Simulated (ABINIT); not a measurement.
# Optical response of MgS (Niningerite)

Aim: the dielectric function of MgS (Niningerite), and the optical constants that follow from it.

Main program and level: ABINIT 10.8.3; DFT, PBE, plane waves with norm-conserving potentials (PseudoDojo), scalar-relativistic, independent-particle linear optical response without local fields.

## (1) Set-up

It takes space group Fm-3m (No. 225, cubic). Conventional cell: a = 5.203 Å, b = 5.203 Å, c = 5.203 Å, α = 90.00°, β = 90.00°, γ = 90.00°. Nearest to S lie 6 Mg at 2.60 Å. Nearest to Mg lie 6 S at 2.60 Å. Farther neighbours and most contacts between anions are not listed.

## (2) Ground state, bands and velocity matrix elements

The self-consistent density comes first; it also tells whether there is a gap, which decides the occupations and the need for a Drude term.

This step: DFT, PBE, plane waves with norm-conserving potentials (PseudoDojo), scalar-relativistic, ground state, bands at fixed density and velocity matrix elements (ABINIT 10.8.3).

The input, run.abi:

```
# ground state, bands on a dense mesh, and the derivatives d/dk of the wave functions
ndtset 3

ngkpt1 7 7 7
shiftk1 0.0 0.0 0.0
tolvrs1 1.0d-12
nband1 12
prtden1 1

iscf2 -2
getden2 1
ngkpt2 12 12 12
shiftk2 0.0 0.0 0.0
kptopt2 1
nband2 28
nbdbuf2 4
tolwfr2 1.0d-14

optdriver3 8
wfk_task3 "wfk_ddk"
prtevk3 1
getwfk3 2
getden3 1
iscf3 -2
ngkpt3 12 12 12
shiftk3 0.0 0.0 0.0
kptopt3 1
nband3 28

nshiftk 1
occopt 3
tsmear 0.001837
ecut 45.0
nstep 80
iomode 3
chksymbreak 0
chkprim 0
chksymtnons 0
acell 3*1.0 Angstrom
rprim
  0.000000000000 2.601650000000 2.601650000000
  2.601650000000 0.000000000000 2.601650000000
  2.601650000000 2.601650000000 0.000000000000
natom 2
ntypat 2
znucl 16 12
typat 1 2
xred
  0.500000000000 0.500000000000 0.500000000000
  0.000000000000 0.000000000000 0.000000000000
pseudos "S.upf, Mg.upf"
```

Launch:

```sh
$ mpirun -n 4 abinit run.abi
```

Numbers of over 12 decimals in the logs are rounded to 6 here.

Output:

```text
DATASET    1 : space group Fm -3 m (#225); Bravais cF (face-center cubic)
 DATASET    2 : space group Fm -3 m (#225); Bravais cF (face-center cubic)
 DATASET    3 : space group Fm -3 m (#225); Bravais cF (face-center cubic)
            ngfft          45      45      45
                         0.06997    0.06997    0.06997    0.03499    0.01749    0.06997
                         0.06997    0.03499    0.01749    0.03499    0.06997    0.13994
                         0.00231    0.00347    0.01389    0.01389    0.01389    0.01389
                         0.01389    0.01389    0.01389    0.01389    0.01389    0.00694
                         0.00347    0.01389    0.01389    0.01389    0.01389    0.01389
                         0.01389    0.01389    0.00694    0.00347    0.01389    0.01389
                         0.01389    0.01389    0.01389    0.00694    0.00347    0.01389
                         0.01389    0.01389    0.00694    0.00347    0.01389    0.00694
                         0.00174    0.01389    0.02778    0.02778    0.02778    0.01389
                         0.00231    0.00347    0.01389    0.01389    0.01389    0.01389
                         0.01389    0.01389    0.01389    0.01389    0.01389    0.00694
                         0.00347    0.01389    0.01389    0.01389    0.01389    0.01389
                         0.01389    0.01389    0.00694    0.00347    0.01389    0.01389
                         0.01389    0.01389    0.01389    0.00694    0.00347    0.01389
                         0.01389    0.01389    0.00694    0.00347    0.01389    0.00694
                         0.00174    0.01389    0.02778    0.02778    0.02778    0.01389
== DATASET  1 ==================================================================
 Real(R)+Recip(G) space primitive vectors, cartesian coordinates (Bohr,Bohr^-1):
 R(1)=  0.0000000  4.9164060  4.9164060  G(1)= -0.1017003  0.1017003  0.1017003
 R(2)=  4.9164060  0.0000000  4.9164060  G(2)=  0.1017003 -0.1017003  0.1017003
 R(3)=  4.9164060  4.9164060  0.0000000  G(3)=  0.1017003  0.1017003 -0.1017003
 Unit cell volume ucvol=  2.3766937E+02 bohr^3
 Angles (23,13,12)=  6.00000000E+01  6.00000000E+01  6.00000000E+01 degrees
 getcut: wavevector=  0.0000  0.0000  0.0000  ngfft=  45  45  45
     iter   Etot(hartree)      deltaE(h)  residm     vres2
 ETOT  1  -70.497397273776    -7.050E+01 7.393E-02 2.065E+02
 ETOT  2  -70.537087494191    -3.969E-02 3.456E-03 1.576E+01
 ETOT  3  -70.538459366455    -1.372E-03 6.490E-04 2.728E-01
 ETOT  4  -70.538466897277    -7.531E-06 1.281E-03 8.095E-03
 ETOT  5  -70.538467151124    -2.538E-07 5.866E-05 1.287E-04
 ETOT  6  -70.538467159272    -8.149E-09 4.499E-05 1.912E-06
 ETOT  7  -70.538467159353    -8.136E-11 2.520E-05 8.724E-08
 ETOT  8  -70.538467159368    -1.442E-11 9.619E-06 2.623E-09
 ETOT  9  -70.538467159370    -1.847E-12 1.112E-05 6.726E-12
 ETOT 10  -70.538467159373    -3.766E-12 4.293E-06 4.821E-14
 At SCF step   10       vres2   =  4.82E-14 < tolvrs=  1.00E-12 =>converged.
 Cartesian components of stress tensor (hartree/bohr^3)
  sigma(1 1)= -4.16086892E-05  sigma(3 2)=  0.00000000E+00
  sigma(2 2)= -4.16086892E-05  sigma(3 1)=  0.00000000E+00
  sigma(3 3)= -4.16086892E-05  sigma(2 1)=  0.00000000E+00
 Mean square residual over all n,k,spin=   19.543E-09; max=  42.927E-07
 Fermi (or HOMO) energy (hartree) =   0.20674   Average Vxc (hartree)=  -0.36422
 Eigenvalues (hartree) for nkpt=  20  k points:
 kpt#   1, nband= 12, wtk=  0.00292, kpt=  0.0000  0.0000  0.0000 (reduced coord)
  -2.59075   -1.36898   -1.36898   -1.36898   -0.30820    0.15719    0.15719    0.15719
   0.29361    0.44944    0.44944    0.44944
   2.00000    2.00000    2.00000    2.00000    2.00000    2.00000    2.00000    2.00000
   0.00000    0.00000    0.00000    0.00000
kinetic             :  3.78824758187638E+01
hartree             :  2.22114213542732E+01
xc                  : -1.11743481032417E+01
Ewald energy        : -3.83567382364803E+01
psp_core            :  1.22840556980661E+00
local_psp           : -6.57857045650546E+01
non_local_psp       : -1.65439789974405E+01
internal            : -7.05384671593735E+01
'-kT*entropy'       : -7.07418378517650E-16
total_energy        : -7.05384671593735E+01
total_energy_eV     : -1.91944947507316E+03
 Cartesian components of stress tensor (hartree/bohr^3)
  sigma(1 1)= -4.16086892E-05  sigma(3 2)=  0.00000000E+00
  sigma(2 2)= -4.16086892E-05  sigma(3 1)=  0.00000000E+00
  sigma(3 3)= -4.16086892E-05  sigma(2 1)=  0.00000000E+00
-Cartesian components of stress tensor (GPa)         [Pressure=  1.2242E+00 GPa]
== DATASET  2 ==================================================================
 Real(R)+Recip(G) space primitive vectors, cartesian coordinates (Bohr,Bohr^-1):
 R(1)=  0.0000000  4.9164060  4.9164060  G(1)= -0.1017003  0.1017003  0.1017003
 R(2)=  4.9164060  0.0000000  4.9164060  G(2)=  0.1017003 -0.1017003  0.1017003
 R(3)=  4.9164060  4.9164060  0.0000000  G(3)=  0.1017003  0.1017003 -0.1017003
 Unit cell volume ucvol=  2.3766937E+02 bohr^3
 Angles (23,13,12)=  6.00000000E+01  6.00000000E+01  6.00000000E+01 degrees
 getcut: wavevector=  0.0000  0.0000  0.0000  ngfft=  45  45  45
 Mean square residual over all n,k,spin=   43.606E-16; max=  99.937E-16
 Eigenvalues (hartree) for nkpt=  72  k points:
 kpt#   1, nband= 28, wtk=  0.00058, kpt=  0.0000  0.0000  0.0000 (reduced coord)
  -2.59075   -1.36898   -1.36898   -1.36898   -0.30820    0.15719    0.15719    0.15719
   0.29361    0.44944    0.44944    0.44944    0.53649    0.53649    0.61832    0.64410
   0.64410    0.64410    0.93452    1.10882    1.10882    1.10882    1.28800    1.28800
   1.29700    1.29700    1.29700    1.43735
== DATASET  3 ==================================================================
            ngfft          45      45      45
[...]
0.00174    0.01389    0.02778    0.02778    0.02778    0.01389
                         0.00231    0.00347    0.01389    0.01389    0.01389    0.01389
                         0.01389    0.01389    0.01389    0.01389    0.01389    0.00694
                         0.00347    0.01389    0.01389    0.01389    0.01389    0.01389
                         0.01389    0.01389    0.00694    0.00347    0.01389    0.01389
                         0.01389    0.01389    0.01389    0.00694    0.00347    0.01389
                         0.01389    0.01389    0.00694    0.00347    0.01389    0.00694
                         0.00174    0.01389    0.02778    0.02778    0.02778    0.01389
[shortened to cell, iterations, levels, energies and stress; the echo of variables, forces, comments, warnings and credits are left out]
```

Wall time 49 s (4 MPI ranks of Intel Xeon Platinum 8488C (Sapphire Rapids), shared host); peak memory 0.13 GiB; 3.3 min of CPU time.

This step gave:

```
total energy           : -70.54 Ha
gap on the k-mesh      : 2.785 eV
direct gap on the mesh : 3.712 eV
```

There is a gap, 2.78 eV on this mesh (points off the mesh can give less), so no carriers' term is needed.

## (3) Optical response

The spectrum is a sum over vertical transitions between filled and empty bands at the fixed density, so many empty bands are needed.

This step: DFT, PBE, plane waves with norm-conserving potentials (PseudoDojo), scalar-relativistic, independent-particle linear optical response without local fields (ABINIT 10.8.3).

The input, optic.abi:

```
&FILES
 ddkfile_1 = 'runo_DS3_1_EVK.nc',
 ddkfile_2 = 'runo_DS3_2_EVK.nc',
 ddkfile_3 = 'runo_DS3_3_EVK.nc',
 wfkfile = 'runo_DS2_WFK.nc'
/
&PARAMETERS
 broadening = 0.001837,
 domega = 0.0020212,
 maxomega = 0.80849,
 scissor = 0.0,
 tolerance = 0.002,
 nband_sum = 24
/
&COMPUTATIONS
 num_lin_comp = 1,
 lin_comp = 11,
 num_nonlin_comp = 0,
 num_linel_comp = 0,
 num_nonlin2_comp = 0
/
```

Launch:

```sh
$ optic optic.abi
```

Output:

```text

 OPTIC has originally been developed by
 S. Sharma, J. K. Dewhurst and C. Ambrosch-Draxl, Phys. Rev. B 67, 165332 (2003), and
 S. Sharma and C. Ambrosch-Draxl, Physica Scripta T 109 (2004).

 rprimd(bohr)      =   0.00000   4.91641   4.91641
                       4.91641   0.00000   4.91641
                       4.91641   4.91641   0.00000
 natom             =       2
 nkpt,mband        =      72      28
 ecut              =  45.00000 Ha
 newocc: new Fermi energy is       0.207318 , with nelect=     16.000000, Number of bisection calls: 9
 Fermi level: 5.6414  (eV)

 fermie            =   0.20732 Ha   5.64140 eV
 Scissor shift     =   0.00000 Ha
 Tolerance on closeness to singularities     =   0.00200 Ha
 Smearing factor      =   0.00184 Ha
 Will use the antiresonant approximation (meaning that the antiresonant terms are neglected)
 Will not perform the bands decomposition
 linear coeffs to be calculated :
 11
 non-linear coeffs to be calculated :

 electronic part of electro-optic coeffs to be calculated :

 non-linear coeffs (V2) to be calculated :

 linear optic matrix elements will be printed :0
 optic : Call pmat2cart
 No scissor shift to be applied. Returning to main optic routine.
 optic : Call linopt
  linopt            1           1
 calculated the component:           1           1   of dielectric function
  with broadening:         (0.000000,1.83700000000000009E-003)
 and scissors shift:   0.000000
 energy window:   105.546182      eV   3.878751      Ha
 optic : Call nlinopt
 optic : Call linelop
 optic : Call nonlinopt

================================================================================

 Calculation completed.
-
program: optic
version: 10.8.3
start_datetime:
end_datetime:
overall_cpu_time:           0.2
overall_wall_time:           0.2
mpi_procs: 1
omp_threads: 1
...
```

It took 1.1 s on 1 thread; peak memory 0.05 GiB.

Read-outs, printed or worked out from the files:

```
electronic dielectric constant ε∞, mean over x, y and z (by symmetry where fewer were run) : 5.884
centre of weight of the strongest loss peak in the window                                  : 18.33 eV
```

The Im ε, E ∥ x has structure finer than the step of the table below, so its rows give means over 0.5 eV, whole bins alone (the curve runs from 0.0550 to 21.9 eV). Peaks (eV: height): 5.28: 11.3, 5.61: 18.3, 6.21: 23.2, 6.93: 11.3, 7.42: 11.6.

Sum at mesh points, not converged in k; values under the direct gap are tails of Lorentzian lines. Im ε, E ∥ x against photon energy; means over each step:

```
photon energy (eV)  Im ε, E ∥ x
               0.5      0.00591
               1.0       0.0123
               1.5       0.0200
               2.0       0.0299
               2.5       0.0442
               3.0       0.0685
               3.5        0.209
               4.0        0.669
               4.5         2.01
               5.0         5.86
               5.5         11.7
               6.0         16.3
               6.5         10.7
               7.0         9.50
               7.5         9.41
               8.0         9.03
               8.5         7.81
               9.0         4.12
               9.5         3.13
              10.0         3.15
              10.5         2.41
              11.0         2.09
              11.5         1.52
              12.0         1.16
              12.5        0.976
              13.0        0.822
              13.5        0.628
              14.0        0.418
              14.5        0.415
              15.0        0.488
              15.5        0.294
              16.0        0.275
              16.5        0.274
              17.0        0.269
              17.5        0.275
              18.0        0.196
              18.5        0.225
              19.0        0.187
              19.5        0.228
              20.0        0.181
              20.5        0.175
              21.0        0.103
              21.5        0.103
```

The reflectivity at normal incidence, E ∥ x has structure finer than the step of the table below, so its rows give means over 0.5 eV, whole bins alone (the curve runs from 0.0550 to 21.9 eV). Peaks (eV: height): 8.85: 66.2, 9.29: 62.8, 12.04: 65.9, 12.26: 63.8, 12.92: 66.6, 13.64: 73.7, 15.45: 63.3.

Sum at mesh points, not converged in k. Table of reflectivity at normal incidence, E ∥ x by photon energy; means over each step:

photon energy (eV), reflectivity at normal incidence, E ∥ x (%) and a bar from the least value:
```
      0.5       17.4 #####
      1.0       17.7 #####
      1.5       18.1 #####
      2.0       18.8 ######
      2.5       19.8 ######
      3.0       21.2 #######
      3.5       23.4 ########
      4.0       26.4 ##########
      4.5       30.3 ############
      5.0       36.2 ###############
      5.5       40.6 #################
      6.0       45.5 ####################
      6.5       46.2 ####################
      7.0       41.2 ##################
      7.5       41.1 ##################
      8.0       44.6 ####################
      8.5       56.6 ##########################
      9.0       57.2 ##########################
      9.5       52.7 ########################
     10.0       48.8 ######################
     10.5       56.3 ##########################
     11.0       52.7 ########################
     11.5       58.0 ###########################
     12.0       59.5 ###########################
     12.5       56.5 ##########################
     13.0       58.4 ###########################
     13.5       63.2 #############################
     14.0       64.2 ##############################
     14.5       54.7 #########################
     15.0       52.1 ########################
     15.5       58.4 ###########################
     16.0       50.1 ######################
     16.5       45.1 ####################
     17.0       35.8 ###############
     17.5       36.5 ###############
     18.0       30.4 ############
     18.5       24.4 #########
     19.0       19.1 ######
     19.5       17.1 #####
     20.0       14.6 ###
     20.5       16.1 ####
     21.0       11.7 ##
     21.5        8.2
```

The loss function −Im 1/ε at q → 0, E ∥ x has structure finer than the step of the table below, so its rows give means over 0.5 eV, whole bins alone (the curve runs from 0.0550 to 21.9 eV). Peaks (eV: height): 16.94: 3.95, 17.82: 6.58, 18.15: 5.40, 18.64: 5.50, 18.97: 4.98, 19.58: 4.30, 20.57: 4.10.

Sum at mesh points, not converged in k; values under the direct gap are tails of Lorentzian lines. Loss function −Im 1/ε at q → 0, E ∥ x against energy loss; means over each step:

```
energy loss (eV)  loss function −Im 1/ε at q → 0, E ∥ x
             1.5                                 5.2e-4
             2.0                                 7.3e-4
             2.5                                 9.6e-4
             3.0                                0.00127
             3.5                                0.00294
             4.0                                0.00666
             4.5                                 0.0137
             5.0                                 0.0228
             5.5                                 0.0386
             6.0                                 0.0519
             6.5                                 0.0969
             7.0                                  0.106
             7.5                                  0.105
             8.0                                  0.107
             8.5                                 0.0874
             9.0                                  0.124
             9.5                                  0.170
            10.0                                  0.193
            10.5                                  0.175
            11.0                                  0.217
            11.5                                  0.215
            12.0                                  0.243
            12.5                                  0.316
            13.0                                  0.335
            13.5                                  0.322
            14.0                                  0.438
            14.5                                  0.780
            15.0                                  0.770
            15.5                                  0.963
            16.0                                   1.72
            16.5                                   2.25
            17.0                                   3.24
            17.5                                   3.18
            18.0                                   4.96
            18.5                                   4.23
            19.0                                   3.70
            19.5                                   3.21
            20.0                                   2.74
            20.5                                   2.93
            21.0                                   1.54
            21.5                                  0.970
```

From ε follow the optical constants at some laser and lamp lines:

```
wavelength (nm)     n      k  R (%)     1/α
           1064  2.46  0.003   17.8   28 µm
            800  2.49  0.004   18.2   15 µm
            633  2.53  0.006   18.7  8.8 µm
            450  2.65  0.010   20.4  3.5 µm
            365  2.83  0.019   22.8  1.5 µm
            308  3.14  0.059   26.8  414 nm
            248  3.92  0.791   36.9   25 nm
```

Below the direct gap, k and the depth come from the tails of the Lorentzian lines, not from transitions.

Rows near the edge hang on the gap, which this functional as a rule makes too small, and phonon-assisted absorption is left out.

## (4) Results

| Item | Value |
| --- | --- |
| electronic dielectric constant ε∞, mean over x, y and z (by symmetry where fewer were run) (independent particles) | 5.88 |
| centre of weight of the strongest loss peak in the window, first axis | 18.3 eV |

What this shows: At this level (PBE, independent particles) MgS has ε∞ = 5.88 and n = 2.44 at 1550 nm. On the mesh the gap is 2.78 eV and the least direct gap 3.71 eV, so on this mesh the band edges lie at different points. Excitons and phonon-assisted transitions are missing, and so are local fields; PBE gaps are as a rule too small, which pulls the onset down and ε∞ up. The sum runs over mesh points 0.17 Å⁻¹ apart with no interpolation, so peaks are partly noise of the mesh and static values carry its error. Besides steps told in other documents, this task had 1 run with a known fault of program or setting; those not told in a step above aren't shown.

[Logs are printed without paths, hosts, clocks, repeated set-up lines and the standing remarks that a program may print on its own settings, such as how far it seeks lower states.]

[Hosts, paths, dates, database ids (printed as entryN), source tags and the programs' standing remarks are cut or masked in the printed files.]
